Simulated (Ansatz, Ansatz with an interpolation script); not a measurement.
**BaTiO3 (Pm-3m): what limits a Wannier interpolation of GW**

How do the Wannier model and the GW settings move the interpolated bands of BaTiO3 (Pm-3m)?

Program: Ansatz 0.2.0. Level of theory: maximally localised Wannier functions, LDA, plane waves, PAW; PAW set soft_1. Results are calculated unless marked as measured.

### 1. The starting structure

The structure is cubic, space group Pm-3m (No. 221). Conventional cell: a = 4.006 Å, b = 4.006 Å, c = 4.006 Å, α = 90.00°, β = 90.00°, γ = 90.00°. Nearest to Ba lie 12 O at 2.83 Å. Nearest to Ti lie 6 O at 2.00 Å. Nearest to O lie 2 Ti at 2.00 Å and 4 Ba at 2.83 Å. Farther neighbours and most contacts between anions are not listed.

Coordinates:

```cif
data_structure
_symmetry_space_group_name_H-M 'P 1'
_symmetry_Int_Tables_number 1
_cell_length_a 4.0060
_cell_length_b 4.0060
_cell_length_c 4.0060
_cell_angle_alpha 90.000
_cell_angle_beta 90.000
_cell_angle_gamma 90.000
_cell_volume 64.29
loop_
_atom_site_label
_atom_site_type_symbol
_atom_site_fract_x
_atom_site_fract_y
_atom_site_fract_z
_atom_site_occupancy
Ba1 Ba 0.50000 0.50000 0.50000 1
Ti2 Ti 0.00000 0.00000 0.00000 1
O3 O 0.50000 0.00000 0.00000 1
O4 O 0.00000 0.50000 0.00000 1
O5 O 0.00000 0.00000 0.50000 1
```

The cell and positions come from the Crystallography Open Database and are kept as given unless a step says otherwise. Spin-orbit coupling is left out unless a step names it.

### 2. Wannier model on 8×8×8

Localised functions give a small Hamiltonian that interpolates between mesh points at no cost.

The input, input.yaml:

```yaml
crystal:
  lattice:
    - [4.006, 0.0, 0.0]
    - [0.0, 4.006, 0.0]
    - [0.0, 0.0, 4.006]
  atoms:
    - { symbol: Ba, position: [0.5, 0.5, 0.5] }
    - { symbol: Ti, position: [0.0, 0.0, 0.0] }
    - { symbol: O, position: [0.5, 0.0, 0.0] }
    - { symbol: O, position: [0.0, 0.5, 0.0] }
    - { symbol: O, position: [0.0, 0.0, 0.5] }
kpoints:
  mp_grid: { grid: [4, 4, 4] }
hamiltonian:
  xc: lda
  pseudopotentials: { kind: paw, azcp: { folder: soft_1 }, xc_functional: pbe }
scf:
  occupations: { method: fixed }
  n_extra_bands: 34
output:
  wannier:
    kmesh: [8, 8, 8]
    projections: [{ species: O, l: p, shell: 2 }, { species: Ti, l: d, shell: 3 }]
    minimise: true
    write_hr: true
    seedname: w
    conv_tol: 1.0e-06
    max_iter: 20000
    stability_check: false
    disentanglement:
      window: [5.21, 18.56]
      frozen_window: [5.21, 13.76]
      conv_tol: 1.0e-08
```

The run is started by

```sh
$ ansatz run input.yaml --threads 3 --pin off --max-ram 92160MiB --backend cuda --events-out ev --progress --plain --runs-dir out --devices 1 --max-vram 13GiB
```

Numbers of over 12 decimals in the logs are rounded to 6 here.

What it wrote:

```text
scf.n_extra_bands = 34 over 20 filled bands (N_el = 40.0): the run solves 54 bands
GPUs: using 1 of 1 available (devices: 1).
Engine: ansatz 0.2.0, x86_64-unknown-linux-gnu
Pseudopotentials: kind: paw
Pseudopotential: Ba, paw, valence charge 10, recommended cutoff 420 eV (normal), soft_1/Ba.paw.azcp
Pseudopotential: Ti, paw, valence charge 12, recommended cutoff 420 eV (normal), soft_1/Ti.paw.azcp
Pseudopotential: O, paw, valence charge 6, recommended cutoff 420 eV (normal), soft_1/O.paw.azcp
Functional definition: SPW92
  exchange = slater_x
  correlation = pw_c
device memory: the entry about to start is reckoned to put 1.4 GiB on a device that reports 31.9 GiB free (of which the cap on the GPU budget leaves the run 13.0 GiB)
GPU FFT provider: cuFFT
GPU libraries: cuBLAS 13.8.2, cuFFT 12.4.0, cuSOLVER 12.3.4
Crystal: 5 atoms, lattice volume = 64.288 Å³
Basis set: ecut = 420 eV, 1237 PW (Γ)
Bands: 54, of which v1, the nominal top of the filled ones, is band 20 counted from 1 (19 counted from 0)
Symmetry: 48 space group operations
Space group: Pm-3m (ITA 221), of the structure as read, at distance tolerance 4.0e-5 Å
k-points: 10 of 64
Non-local potential: Ba, projectors of the file, l = 0: 3, l = 1: 2, l = 2: 2, l = 3: 2
Non-local potential: Ti, projectors of the file, l = 0: 3, l = 1: 2, l = 2: 3, l = 3: 1
Non-local potential: O, projectors of the file, l = 0: 2, l = 1: 2, l = 2: 1
PAW form: soft (Blöchl's): semilocal exchange-correlation on the pseudo side does not see the compensation charge
PAW frozen core: Ba, regenerated for the run's functional, and the local potential with it (the file was generated under x = pbe(κ = 0.804, μ = 0.219515), c = pbe(β = 0.066725))
PAW frozen core: Ti, regenerated for the run's functional, and the local potential with it (the file was generated under x = pbe(κ = 0.804, μ = 0.219515), c = pbe(β = 0.066725))
PAW frozen core: O, regenerated for the run's functional, and the local potential with it (the file was generated under x = pbe(κ = 0.804, μ = 0.219515), c = pbe(β = 0.066725))
PAW one-centre angular grid: Ba, 194 points (default); XC on 64 Gauss nodes
PAW one-centre angular grid: Ti, 590 points (default); XC on 64 Gauss nodes
PAW one-centre angular grid: O, 110 points (default); XC on 64 Gauss nodes
Initial density: superposition of atomic densities (chi_scale 0.1, normalization cell, long waves kept (reshape's long-wave potential 0.00 eV rms))
Initial wavefunctions: pseudopotential atomic-orbital guess
GPU buffer pool allocated for 19683 grid points (all kernels)
GPU transforms: local potential and band sums: pruned to the plane-wave sphere, on 27×27×27
Functional: x = slater, c = lda
[...]
SCF iter   4: F=—  HF=-9904.514091 eV  |F-HF|=—  |Δ(HF+E_count)|=   9.49e-4  Δρ=3.45e-3  dr2=7.47e-3  ethr=7.08e-5  ⟨swp⟩=2.0  Hψ=450  notcnv=0  defer=314
SCF iter   5: F=—  HF=-9904.513263 eV  |F-HF|=—  |Δ(HF+E_count)|=   8.28e-4  Δρ=1.84e-3  dr2=2.18e-3  ethr=1.87e-5  ⟨swp⟩=2.0  Hψ=410  notcnv=0  defer=314
SCF iter   6: F=—  HF=-9904.513056 eV  |F-HF|=—  |Δ(HF+E_count)|=   2.07e-4  Δρ=6.78e-4  dr2=2.90e-4  ethr=5.45e-6  ⟨swp⟩=2.0  Hψ=314  notcnv=0  defer=314
SCF iter   7: F=—  HF=-9904.512880 eV  |F-HF|=—  |Δ(HF+E_count)|=   1.76e-4  Δρ=1.12e-4  dr2=7.89e-6  ethr=7.26e-7  ⟨swp⟩=1.3  Hψ=269  notcnv=0  defer=295
SCF iter   8: F=—  HF=-9904.513108 eV  |F-HF|=—  |Δ(HF+E_count)|=   2.28e-4  Δρ=6.18e-6  dr2=2.43e-8  ethr=2.50e-10  ⟨swp⟩=11.5  Hψ=4325  notcnv=0
SCF iter   9: F=-9904.513108 eV  HF=-9904.513108 eV  |F-HF|=1.23e-9  |Δ(HF+E_count)|=   1.00e-9  Δρ=1.53e-6  dr2=1.46e-9  ethr=6.09e-11  ⟨swp⟩=1.0  Hψ=957  notcnv=0
SCF 1 converged in 9 iterations: F = -9904.513108 eV  dr2 = 1.46e-9
[...]
device memory: the entry about to start is reckoned to put 1.7 GiB on a device that reports 31.7 GiB free (of which the cap on the GPU budget leaves the run 13.0 GiB)
NSCF: frozen V_eff on 10 k-points
[...]
device memory: the entry about to start is reckoned to put 2.0 GiB on a device that reports 31.8 GiB free (of which the cap on the GPU budget leaves the run 13.0 GiB)
NSCF: frozen V_eff on 38 k-points, pencils in batches of 32, up to order 216
the Wannier pass solved 38 of the 512 points of its mesh, and has the states at the others by symmetry: states obtained by the crystal's operations at points that were solved too leave a residual of 2.15e-13 eV (read by the count's bands and the next), within 5.56e-6 eV
SCF converged after 9 iterations
Free energy (F): -9904.513108 eV
Harris-Foulkes:  -9904.513108 eV  (|F-HF|=1.23e-9)
Internal energy: -9904.513108 eV  (E = F + TS)
E sigma→0 (E₀):  -9904.513108 eV
Fermi energy:    9.856092 eV
--- Per-component energies (eV) ---
  E_band       = -153.069361
  E_kinetic    = 940.457270
  E_local      = -2180.032002  (includes V_loc(G=0)·N_el)
  E_nonlocal   = 319.990331
  E_hartree    = 830.843550
  E_xc         = -525.651104
  E_vxc        = -548.746117  (∫ρ·V_xc dr)
  E_paw        = -6472.616379  (= ΣΔE_a)
  E_vpaw       = -346.427797  (= ΣTr[D̂ρ^β])
  E_aug_tail   = 0.002194  (compensation charges beyond the density's cutoff)
  E_ewald      = -2818.406203
  E_core_change = 0.899235  (= ΣΔE_core)
  E_smearing   = -0.000000  (= −TS)
  E_closure    = -0.000000  (closes the sum)
  Σ components = -9904.513108   (vs F -9904.513108, Δ=0.00e0)
--- Band table (eV; the first three rows and the last of 10) ---
  k-point 0: bands = [... 16 lower, 8.7357, 9.7565, 9.7565, 9.7565, 11.5617, 11.5617, 11.5617, 13.8264, ... 30 higher]
  k-point 1: bands = [... 16 lower, 8.3108, 8.6488, 9.4217, 9.4217, 11.6255, 12.5394, 12.5394, 13.8296, ... 30 higher]
  k-point 2: bands = [... 16 lower, 8.0177, 8.0177, 9.1815, 9.1815, 11.6920, 13.3289, 13.3289, 13.8322, ... 30 higher]
  k-point 9: bands = [... 16 lower, 7.5032, 9.8561, 9.8561, 9.8561, 14.0131, 14.0131, 14.0131, 16.6269, ... 30 higher]
Wannier search: line search 1 of at most 20000: gauge-dependent spread (as the search counts it) 0.3971154 Å², largest recent change 5.7e-2 Å² against conv_tol 1.0e-6 Å², 0 stops escaped
```

The job ended after 9.5 s (1 × NVIDIA H100 80GB HBM3 (shared by 6 runs) with 3 threads of AMD EPYC 7R13 (Zen 3), shared host; peak memory 1.1 GiB).

Numbers from this step:

```yaml
gauge_invariant_spread: 14.60 Å²
diagonal_spread: 4.80e-23 Å²
off_diagonal_spread: 0.2832 Å²
total_spread: 14.88 Å²
least_projectability: 0.6646
localisation_steps: 34
disentanglement_steps: 121
r_m_s_interpolation_error: 1.10e-4 eV
r_m_s_error_near_the_gap: 1.14e-4 eV
```

Near the gap the model misses directly solved bands by 0.1 meV r.m.s. and by 1 meV at most in the window tested. This tests the starting bands, not the corrections carried with them.

### 3. Wannier model on 4×4×4

input.yaml, as its differences from that of step 2:

```diff
@@ -21,3 +21,3 @@
   wannier:
-    kmesh: [8, 8, 8]
+    kmesh: [4, 4, 4]
     projections: [{ species: O, l: p, shell: 2 }, { species: Ti, l: d, shell: 3 }]
```

What it wrote:

```text
[...]
GPUs: using 1 of 1 available (devices: 1).
[...]
GPU FFT provider: cuFFT
GPU libraries: cuBLAS 13.8.2, cuFFT 12.4.0, cuSOLVER 12.3.4
Crystal: 5 atoms, lattice volume = 64.288 Å³
Basis set: ecut = 420 eV, 1237 PW (Γ)
Bands: 54, of which v1, the nominal top of the filled ones, is band 20 counted from 1 (19 counted from 0)
Symmetry: 48 space group operations
[...]
k-points: 10 of 64
[...]
GPU buffer pool allocated for 19683 grid points (all kernels)
[...]
SCF iter   1: F=—  HF=-9905.089355 eV  |F-HF|=—  |Δ(HF+E_count)|=         —  Δρ=5.73e-2  dr2=2.24e0  ethr=3.10e-3  ⟨swp⟩=4.8  Hψ=1953  notcnv=0  defer=307
[...]
SCF iter   9: F=-9904.513108 eV  HF=-9904.513108 eV  |F-HF|=1.23e-9  |Δ(HF+E_count)|=   1.00e-9  Δρ=1.53e-6  dr2=1.46e-9  ethr=6.09e-11  ⟨swp⟩=1.0  Hψ=957  notcnv=0
SCF 1 converged in 9 iterations: F = -9904.513108 eV  dr2 = 1.46e-9
[...]
NSCF: frozen V_eff on 10 k-points
[...]
SCF converged after 9 iterations
Free energy (F): -9904.513108 eV
[...]
Internal energy: -9904.513108 eV  (E = F + TS)
E sigma→0 (E₀):  -9904.513108 eV
Fermi energy:    9.856092 eV
[...]
--- Band table (eV; the first three rows and the last of 10) ---
  k-point 0: bands = [... 16 lower, 8.7357, 9.7565, 9.7565, 9.7565, 11.5617, 11.5617, 11.5617, 13.8264, ... 30 higher]
  k-point 1: bands = [... 16 lower, 8.3108, 8.6488, 9.4217, 9.4217, 11.6255, 12.5394, 12.5394, 13.8296, ... 30 higher]
  k-point 2: bands = [... 16 lower, 8.0177, 8.0177, 9.1815, 9.1815, 11.6920, 13.3289, 13.3289, 13.8322, ... 30 higher]
  k-point 9: bands = [... 16 lower, 7.5032, 9.8561, 9.8561, 9.8561, 14.0131, 14.0131, 14.0131, 16.6269, ... 30 higher]
[...]
```

Run time: 6.2 s. Hardware: 1 × NVIDIA H100 80GB HBM3 (shared by 6 runs) with 3 threads; peak memory 0.95 GiB; 9.3 s of CPU time.

This step gave:

```
gauge-invariant spread     : 13.80 Å²
diagonal spread            : 2.92e-24 Å²
off-diagonal spread        : 0.2823 Å²
total spread               : 14.08 Å²
least projectability       : 0.6634
localisation steps         : 15
disentanglement steps      : 39
r.m.s. interpolation error : 0.002589 eV
r.m.s. error near the gap  : 0.002554 eV
```

Near the gap the model misses directly solved bands by 2.6 meV r.m.s. and by 15 meV at most in the window tested. This tests the starting bands, not the corrections carried with them.

Frozen up to 3.91 eV; above it the model need not follow the bands. Electronic bands along the path, in eV, zero at the valence-band top; v1 is the highest filled band, c1 the lowest empty one:

```tsv
point	v4	v3	v2	v1	c1	c2	c3	c4
Γ	-1.12	-0.10	-0.10	-0.10	1.71	1.71	1.71	3.97
halfway	-1.55	-1.21	-0.43	-0.43	1.77	2.68	2.68	3.97
X	-1.84	-1.84	-0.67	-0.67	1.84	3.47	3.47	3.98
halfway	-1.36	-1.27	-1.08	-0.48	2.74	3.48	3.60	4.66
M	-1.71	-0.83	-0.83	-0.05	3.49	3.49	3.91	4.89
halfway	-1.47	-1.01	-0.93	-0.45	2.64	2.78	3.03	4.54
Γ	-1.12	-0.10	-0.10	-0.10	1.71	1.71	1.71	3.97
halfway	-2.33	-0.69	-0.69	-0.59	3.13	3.15	3.15	5.94
R	-2.35	0.00	0.00	0.00	4.16	4.16	4.16	7.70
halfway	-2.15	-0.89	-0.57	-0.49	3.25	3.69	3.71	5.93
X	-1.84	-1.84	-0.67	-0.67	1.84	3.47	3.47	3.98
jump to R	-2.35	0.00	0.00	0.00	4.16	4.16	4.16	7.70
halfway	-2.45	-0.51	-0.51	-0.02	3.80	3.80	4.03	6.41
M	-1.71	-0.83	-0.83	-0.05	3.49	3.49	3.91	4.89
```

The same for Kohn-Sham, solved directly:

```tsv
point	v4	v3	v2	v1	c1	c2	c3	c4
Γ	-1.12	-0.10	-0.10	-0.10	1.71	1.71	1.71	3.97
X	-1.84	-1.84	-0.67	-0.67	1.84	3.47	3.47	3.98
M	-1.71	-0.83	-0.83	-0.05	3.49	3.49	3.91	4.82
Γ	-1.12	-0.10	-0.10	-0.10	1.71	1.71	1.71	3.97
R	-2.35	0.00	0.00	0.00	4.16	4.16	4.16	6.77
X	-1.84	-1.84	-0.67	-0.67	1.84	3.47	3.47	3.98
R	-2.35	0.00	0.00	0.00	4.16	4.16	4.16	6.77
M	-1.71	-0.83	-0.83	-0.05	3.49	3.49	3.91	4.82
```

### 4. A faulty Wannier input

input.yaml, as its differences from that of step 3:

```diff
@@ -30,4 +30,4 @@
     disentanglement:
-      window: [5.21, 18.56]
-      frozen_window: [5.21, 13.76]
+      window: [5.21, 11.56]
+      frozen_window: [5.21, 11.36]
       conv_tol: 1.0e-08
```

What it wrote:

```text
scf.n_extra_bands = 34 over 20 filled bands (N_el = 40.0): the run solves 54 bands
GPUs: using 1 of 1 available (devices: 1).
Engine: ansatz 0.2.0, x86_64-unknown-linux-gnu
Pseudopotentials: kind: paw
Pseudopotential: Ba, paw, valence charge 10, recommended cutoff 420 eV (normal), soft_1/Ba.paw.azcp
Pseudopotential: Ti, paw, valence charge 12, recommended cutoff 420 eV (normal), soft_1/Ti.paw.azcp
Pseudopotential: O, paw, valence charge 6, recommended cutoff 420 eV (normal), soft_1/O.paw.azcp
Functional definition: SPW92
  exchange = slater_x
  correlation = pw_c
device memory: the entry about to start is reckoned to put 1.4 GiB on a device that reports 32.9 GiB free (of which the cap on the GPU budget leaves the run 13.0 GiB)
GPU FFT provider: cuFFT
GPU libraries: cuBLAS 13.8.2, cuFFT 12.4.0, cuSOLVER 12.3.4
Crystal: 5 atoms, lattice volume = 64.288 Å³
Basis set: ecut = 420 eV, 1237 PW (Γ)
Bands: 54, of which v1, the nominal top of the filled ones, is band 20 counted from 1 (19 counted from 0)
Symmetry: 48 space group operations
Space group: Pm-3m (ITA 221), of the structure as read, at distance tolerance 4.0e-5 Å
k-points: 10 of 64
Non-local potential: Ba, projectors of the file, l = 0: 3, l = 1: 2, l = 2: 2, l = 3: 2
Non-local potential: Ti, projectors of the file, l = 0: 3, l = 1: 2, l = 2: 3, l = 3: 1
Non-local potential: O, projectors of the file, l = 0: 2, l = 1: 2, l = 2: 1
PAW form: soft (Blöchl's): semilocal exchange-correlation on the pseudo side does not see the compensation charge
[...]
NSCF: frozen V_eff on 10 k-points
[...]
device memory: the entry about to start is reckoned to put 1.2 GiB on a device that reports 40.3 GiB free (of which the cap on the GPU budget leaves the run 13.0 GiB)
NSCF: frozen V_eff on 13 k-points
the Wannier pass solved 13 of the 64 points of its mesh, and has the states at the others by symmetry: states obtained by the crystal's operations at points that were solved too leave a residual of 2.18e-13 eV (read by the count's bands and the next), within 4.17e-6 eV
SCF converged after 9 iterations
Free energy (F): -9904.513108 eV
Harris-Foulkes:  -9904.513108 eV  (|F-HF|=1.23e-9)
Internal energy: -9904.513108 eV  (E = F + TS)
E sigma→0 (E₀):  -9904.513108 eV
Fermi energy:    9.856092 eV
--- Per-component energies (eV) ---
  E_band       = -153.069361
  E_kinetic    = 940.457270
  E_local      = -2180.032002  (includes V_loc(G=0)·N_el)
  E_nonlocal   = 319.990331
  E_hartree    = 830.843550
  E_xc         = -525.651104
  E_vxc        = -548.746117  (∫ρ·V_xc dr)
  E_paw        = -6472.616379  (= ΣΔE_a)
  E_vpaw       = -346.427797  (= ΣTr[D̂ρ^β])
  E_aug_tail   = 0.002194  (compensation charges beyond the density's cutoff)
  E_ewald      = -2818.406203
  E_core_change = 0.899235  (= ΣΔE_core)
  E_smearing   = -0.000000  (= −TS)
  E_closure    = -0.000000  (closes the sum)
  Σ components = -9904.513108   (vs F -9904.513108, Δ=0.00e0)
--- Band table (eV; the first three rows and the last of 10) ---
  k-point 0: bands = [... 16 lower, 8.7357, 9.7565, 9.7565, 9.7565, 11.5617, 11.5617, 11.5617, 13.8264, ... 30 higher]
  k-point 1: bands = [... 16 lower, 8.3108, 8.6488, 9.4217, 9.4217, 11.6255, 12.5394, 12.5394, 13.8296, ... 30 higher]
  k-point 2: bands = [... 16 lower, 8.0177, 8.0177, 9.1815, 9.1815, 11.6920, 13.3289, 13.3289, 13.8322, ... 30 higher]
  k-point 9: bands = [... 16 lower, 7.5032, 9.8561, 9.8561, 9.8561, 14.0131, 14.0131, 14.0131, 16.6269, ... 30 higher]
```

Run time: 5.3 s. Hardware: 1 × NVIDIA H100 80GB HBM3 (shared by 6 runs) with 3 threads; peak memory 0.91 GiB.

The self-consistent loop converged; the step after it was not made. The program's words: output.wannier: at mesh point 0 (counted from 0) output.wannier.disentanglement.window holds 9 states for 14 functions, beside 0 of inner shells that are left out. Raise the window's top, and output.wannier.disentanglement.top_band where it is typed. No Wannier file is written

The fault put into this input: an outer window with too few states.

### 5. G0W0: 4×4×4 mesh, 268 empty bands, screening to 150 eV, PAW set soft_1 files

Now the one-shot GW correction: screening in the RPA, then the self-energy of the levels asked for.

This step: G0W0 on LDA, plane waves, PAW; PAW set soft_1.

input.yaml, the sections that differ from step 4:

```yaml
scf:
  occupations: { method: fixed }
gw:
  n_empty_bands: 268
  ecut_chi: 150.0
  qp_bands: [v9, c3]
  screening: { model: contour_deformation }
# crystal, kpoints, hamiltonian: as in step 4
# output: removed
```

What it wrote:

```text
GPUs: using 1 of 1 available (devices: 1).
[...]
GPU FFT provider: cuFFT
GPU libraries: cuBLAS 13.8.2, cuFFT 12.4.0, cuSOLVER 12.3.4
Crystal: 5 atoms, lattice volume = 64.288 Å³
Basis set: ecut = 420 eV, 1237 PW (Γ)
Bands: 25, of which v1, the nominal top of the filled ones, is band 20 counted from 1 (19 counted from 0)
Symmetry: 48 space group operations
[...]
k-points: 10 of 64
[...]
7    13      6.5573   -22.9239     4.8826   -17.9622  0.5856     6.4776     6.4782  root ?
[...]
9    20      9.8561   -25.7547     4.6761   -20.8898  0.7045     9.6664     9.6673  root
     9    21     14.0133   -14.6990    -8.0185   -23.9769  0.6523    15.3529    15.2726  root
     9    22     14.0133   -14.6990    -8.0185   -23.9769  0.6523    15.3529    15.2726  root
     9    23     14.0133   -14.6990    -8.0185   -23.9769  0.6523    15.3529    15.2726  root
[key lines of the parts left out:]
SCF converged after 8 iterations
Free energy (F): -9904.513108 eV
Fermi energy:    9.856100 eV
```

Wall time 11 s (1 × NVIDIA H100 80GB HBM3 (shared by 6 runs) with 3 threads); peak memory 1.2 GiB; 17 s of CPU time.

The G0W0 gap on the mesh is 3.223 eV.

### 6. G0W0: 2×2×2 mesh, 268 empty bands, screening to 150 eV, PAW set soft_1 files

input.yaml, as its differences from that of step 5:

```diff
@@ -12,3 +12,3 @@
 kpoints:
-  mp_grid: { grid: [4, 4, 4] }
+  mp_grid: { grid: [2, 2, 2] }
 hamiltonian:
```

What it wrote:

```text
GPUs: using 1 of 1 available (devices: 1).
[...]
concurrent solve slots: 2 of 3 are kept, ahead of what memory takes: no pass of the eigensolver takes more rounds on 2
[...]
GPU FFT provider: cuFFT
GPU libraries: cuBLAS 13.8.2, cuFFT 12.4.0, cuSOLVER 12.3.4
Crystal: 5 atoms, lattice volume = 64.288 Å³
Basis set: ecut = 420 eV, 1237 PW (Γ)
[...]
2    16      7.1990   -22.5111     4.6052   -17.9771  0.5900     7.2695     7.2702  root ?
[...]
3    20      9.9684   -25.8327     4.9280   -20.8677  0.6862     9.9314     9.9314  root
     3    21     13.7788   -14.8873    -8.0768   -24.0139  0.6299    14.9140    14.8286  root
     3    22     13.7788   -14.8873    -8.0768   -24.0139  0.6299    14.9140    14.8286  root
     3    23     13.7788   -14.8873    -8.0768   -24.0139  0.6299    14.9140    14.8286  root
[key lines of the parts left out:]
SCF converged after 9 iterations
Free energy (F): -9903.743516 eV
Fermi energy:    9.968401 eV
```

Wall time 6.7 s (1 × NVIDIA H100 80GB HBM3 (shared by 6 runs) with 3 threads); peak memory 1.1 GiB; 7.8 s of CPU time.

The G0W0 gap on the mesh is 2.529 eV.

(Part 1 of 2 ends here.)

[Paths, hosts, dates, memory and timing lines, banners, echoed tables and standing remarks are left out of the program output.]

[Logs are printed without paths, hosts, clocks, repeated set-up lines and the standing remarks that a program may print on its own settings, such as how far it seeks lower states.]

[Runs of the session that timed out or met a known fault of the program may be left out.]

[Hosts, paths, dates, database ids (printed as entryN), source tags and the programs' standing remarks are cut or masked in the printed files.]
